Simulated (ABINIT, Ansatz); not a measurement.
## TlSi3 (Pm-3m): zone-centre phonons

Wanted: the vibrations of TlSi3 (Pm-3m) at Γ, by two programs.

Program: ABINIT 10.8.3. Level of theory: DFT LDA, scalar-relativistic, plane waves, PseudoDojo norm-conserving pseudopotentials. Results are calculated unless marked as measured.

The structure was built from a prototype and need not be the compound's stable phase.

### Step 1. Set-up

It takes space group Pm-3m (No. 221, cubic). Conventional cell: a = 4.174 Å, b = 4.174 Å, c = 4.174 Å, α = 90.00°, β = 90.00°, γ = 90.00°. Tl has 12 Si at 2.95 Å nearest. Nearest to Si lie 4 Tl at 2.95 Å and 8 Si at 2.95 Å. Farther neighbours are not listed.

### Step 2. Relaxing the cell and atoms

The harmonic expansion needs vanishing forces, and a free crystal bears no stress, so cell and atoms are brought to rest. Stress is more sensitive to the basis than forces are: the last 3 Ha under the cutoff are smoothed with ecutsm, and the cutoff is raised above that of the later runs.

The starting cell comes from a relaxation made beforehand in Ansatz (LDA, PseudoDojo NC).

relax.abi reads:

```
# relaxation
ionmov 2
optcell 2
dilatmx 1.08
ntime 40
tolmxf 1.0d-05
tolvrs 1.0d-14
prtwf 0
prtden 0
chksymtnons 0

# basis, mesh and filling
ecut 34.0
ecutsm 3.0
ngkpt 6 6 6
nshiftk 1
shiftk 0.0 0.0 0.0
istwfk *1
occopt 3
tsmear 0.01
nband 20
nstep 100
diemac 1000000.0
prtebands 0
prtgsr 0
useylm 1

# cell and atoms
acell 7.887561607 7.887561607 7.887561607
rprim 
    1.0 0.0 0.0
    0.0 1.0 0.0
    0.0 0.0 1.0
ntypat 2
znucl 81 14
natom 4
typat 1 2 2 2
xred 
    0.0 0.0 0.0
    0.0 0.5 0.5
    0.5 0.0 0.5
    0.5 0.5 0.0
pp_dirpath "./pseudo"
pseudos "Tl.upf, Si.upf"
```

The run is started by

```
$ OMP_NUM_THREADS=1 mpirun -n 4 abinit relax.abi > relax.log
```

Numbers of over 12 decimals in the logs are rounded to 6 here.

relax.abo, the main output file:

```text
[banners, grids, parts of the stress and lines that vanish by symmetry left out]
- input  file    -> relax.abi
- output file    -> relax.abo
- root for input  files -> relaxi
[...]
Symmetries : space group Pm -3 m (#221); Bravais cP (primitive cubic)
[...]
mpw =        5904          nfft =      110592          nkpt =          20
[...]
== DATASET  1 ==================================================================
[...]
cutoff_energies: {ecut:  34.0, pawecutdg:  -1.0, }
[...]
ETOT  1  -73.137385285826    -7.314E+01 2.138E-01 5.989E+01
 ETOT  2  -73.368245712037    -2.309E-01 4.357E-03 1.920E+00
 ETOT  3  -73.368455529412    -2.098E-04 1.500E-03 6.750E-02
 ETOT  4  -73.368461859902    -6.330E-06 1.251E-03 1.584E-02
 ETOT  5  -73.368464360097    -2.500E-06 3.267E-04 3.281E-04
[...]
At SCF step   10       vres2   =  5.49E-15 < tolvrs=  1.00E-14 =>converged.
[...]
sigma(1 1)= -3.92981559E-05  sigma(3 2)=  0.00000000E+00
  sigma(2 2)= -3.92981559E-05  sigma(3 1)=  0.00000000E+00
  sigma(3 3)= -3.92981559E-05  sigma(2 1)=  0.00000000E+00
[...]
convergence: {deltae:  8.100E-13, res2:  5.489E-15, residm:  5.844E-05, diffor: null, }
etotal    :  -7.33684644E+01
[...]
ETOT  1  -73.368269027034    -7.337E+01 7.866E-05 3.043E+00
[...]
At SCF step    9       vres2   =  7.74E-16 < tolvrs=  1.00E-14 =>converged.
[...]
sigma(1 1)= -3.00628125E-05  sigma(3 2)=  0.00000000E+00
  sigma(2 2)= -3.00628125E-05  sigma(3 1)=  0.00000000E+00
  sigma(3 3)= -3.00628125E-05  sigma(2 1)=  0.00000000E+00
[...]
convergence: {deltae: -5.087E-12, res2:  7.740E-16, residm:  1.426E-05, diffor: null, }
etotal    :  -7.33685247E+01
[...]
ETOT  1  -73.365762933966    -7.337E+01 5.244E-05 3.361E+01
[...]
At SCF step    9       vres2   =  5.19E-15 < tolvrs=  1.00E-14 =>converged.
[...]
sigma(1 1)= -6.33812608E-07  sigma(3 2)=  0.00000000E+00
  sigma(2 2)= -6.33812608E-07  sigma(3 1)=  0.00000000E+00
  sigma(3 3)= -6.33812608E-07  sigma(2 1)=  0.00000000E+00
[...]
convergence: {deltae: -1.108E-12, res2:  5.187E-15, residm:  1.668E-05, diffor: null, }
etotal    :  -7.33686123E+01
[...]
ETOT  1  -73.368611055199    -7.337E+01 1.477E-05 1.565E-02
[...]
ETOT  7  -73.368612375808     7.105E-13 1.418E-05 2.811E-14
 ETOT  8  -73.368612375811    -3.624E-12 7.908E-06 3.648E-16
 At SCF step    8       vres2   =  3.65E-16 < tolvrs=  1.00E-14 =>converged.
[...]
sigma(1 1)= -1.06979431E-08  sigma(3 2)=  0.00000000E+00
  sigma(2 2)= -1.06979431E-08  sigma(3 1)=  0.00000000E+00
  sigma(3 3)= -1.06979431E-08  sigma(2 1)=  0.00000000E+00
[...]
convergence: {deltae: -3.624E-12, res2:  3.648E-16, residm:  7.908E-06, diffor: null, }
etotal    :  -7.33686124E+01
[...]
At Broyd/MD step   4, gradients are converged :
[...]
sigma(1 1)= -1.06979431E-08  sigma(3 2)=  0.00000000E+00
  sigma(2 2)= -1.06979431E-08  sigma(3 1)=  0.00000000E+00
  sigma(3 3)= -1.06979431E-08  sigma(2 1)=  0.00000000E+00
[...]
- sigma(1 1)= -3.14744353E-04  sigma(3 2)=  0.00000000E+00
- sigma(2 2)= -3.14744353E-04  sigma(3 1)=  0.00000000E+00
- sigma(3 3)= -3.14744353E-04  sigma(2 1)=  0.00000000E+00
[...]
fcart     -0.0000000000E+00 -0.0000000000E+00 -0.0000000000E+00
           strten     -1.0697943113E-08 -1.0697943108E-08 -1.0697943108E-08
================================================================================

[key lines of the parts left out:]
pressure_GPa:   3.1474E-04
Total energy (etotal) [Ha]= -7.33686123758113E+01
```

It took 2.1 min on 4 MPI ranks of Intel Xeon at 2.70GHz, shared host.

Relaxation path:

```csv
step,energy less that of the first step (eV),largest force (eV/Å),volume (Å³)
1,0.0000,0.0000,72.72
2,-0.0016,0.0000,72.97
3,-0.0040,0.0000,73.83
4,-0.0040,0.0000,73.85
```

```csv
"conventional cell, symmetrised",before,after,change
a (Å),4.174,4.195,+0.5 %
b (Å),4.174,4.195,+0.5 %
c (Å),4.174,4.195,+0.5 %
volume (Å³/atom),18.18,18.46,+1.6 %
```

Final coordinates:

```xyz
4
Lattice="4.1955 0.0000 0.0000 0.0000 4.1955 0.0000 0.0000 0.0000 4.1955" Properties=species:S:1:pos:R:3 pbc="T T T"
Tl    0.0000    0.0000    0.0000
Si    0.0000    2.0977    2.0977
Si    2.0977    0.0000    2.0977
Si    2.0977    2.0977    0.0000
```

Read from the output:

- volume per atom: 18.46 Å³
- pressure: 3.15e-4 GPa
- gap on the k-mesh: 0 eV

The volume changes by +1.6 % from the cell with which this run began.

### Step 3. Ground state

First-order wavefunctions inherit every error of the ground state, hence the very tight tolvrs. Occupations are smeared.

gs.abi reads:

```
# ground state
tolvrs 1.0d-16
prtden 1
prtwf 1

# basis, mesh and filling
ecut 27.0
ngkpt 6 6 6
nshiftk 1
shiftk 0.0 0.0 0.0
istwfk *1
occopt 3
tsmear 0.01
nband 20
nstep 100
diemac 1000000.0
prtebands 0
prtgsr 0
useylm 1

# cell and atoms
acell 7.928261835 7.928261835 7.928261835
rprim 
    1.0 0.0 0.0
    0.0 1.0 0.0
    0.0 0.0 1.0
ntypat 2
znucl 81 14
natom 4
typat 1 2 2 2
xred 
    0.0 0.0 0.0
    0.0 0.5 0.5
    0.5 0.0 0.5
    0.5 0.5 0.0
pp_dirpath "./pseudo"
pseudos "Tl.upf, Si.upf"
```

The run is started by

```
$ OMP_NUM_THREADS=1 mpirun -n 4 abinit gs.abi > gs.log
```

gs.abo, the main output file:

```text
[banners, grids, parts of the stress and lines that vanish by symmetry left out]
- input  file    -> gs.abi
- output file    -> gs.abo
- root for input  files -> gsi
[...]
Symmetries : space group Pm -3 m (#221); Bravais cP (primitive cubic)
[...]
mpw =        3362          nfft =       64000          nkpt =          20
[...]
== DATASET  1 ==================================================================
[...]
cutoff_energies: {ecut:  27.0, pawecutdg:  -1.0, }
[...]
ETOT  1  -73.130579138888    -7.313E+01 2.353E-01 2.694E+01
 ETOT  2  -73.368111116015    -2.375E-01 4.903E-03 1.357E+00
 ETOT  3  -73.368435935402    -3.248E-04 1.870E-03 1.808E-01
 ETOT  4  -73.368481501146    -4.557E-05 1.792E-03 3.693E-02
 ETOT  5  -73.368491985185    -1.048E-05 4.827E-04 2.224E-04
[...]
ETOT 10  -73.368492065191    -3.254E-12 1.369E-04 3.147E-15
 ETOT 11  -73.368492065192    -1.080E-12 1.306E-04 1.712E-17
 At SCF step   11       vres2   =  1.71E-17 < tolvrs=  1.00E-16 =>converged.
[...]
sigma(1 1)=  2.71159185E-06  sigma(3 2)=  0.00000000E+00
  sigma(2 2)=  2.71159185E-06  sigma(3 1)=  0.00000000E+00
  sigma(3 3)=  2.71159185E-06  sigma(2 1)=  0.00000000E+00
[...]
convergence: {deltae: -1.080E-12, res2:  1.712E-17, residm:  1.306E-04, diffor: null, }
etotal    :  -7.33684921E+01
[...]
sigma(1 1)=  2.71159185E-06  sigma(3 2)=  0.00000000E+00
  sigma(2 2)=  2.71159185E-06  sigma(3 1)=  0.00000000E+00
  sigma(3 3)=  2.71159185E-06  sigma(2 1)=  0.00000000E+00
[...]
- sigma(1 1)=  7.97777867E-02  sigma(3 2)=  0.00000000E+00
- sigma(2 2)=  7.97777867E-02  sigma(3 1)=  0.00000000E+00
- sigma(3 3)=  7.97777867E-02  sigma(2 1)=  0.00000000E+00
[...]
fcart     -0.0000000000E+00 -0.0000000000E+00 -0.0000000000E+00
           strten      2.7115918550E-06  2.7115918550E-06  2.7115918550E-06
================================================================================

[key lines of the parts left out:]
pressure_GPa:  -7.9778E-02
```

The job ended after 26 s (4 MPI ranks).

Read from the output:

```
pressure : -0.07978 GPa
```

The cell stands at -0.080 GPa, close enough for phonons.

[end of part 1 of 4]

[Host names and launcher messages were left out of these logs when they were recorded.]

[Logs are printed without paths, hosts, clocks, repeated set-up lines and the standing remarks that a program may print on its own settings, such as how far it seeks lower states.]

[Hosts, paths, dates, database ids (printed as entryN), source tags and the programs' standing remarks are cut or masked in the printed files.]
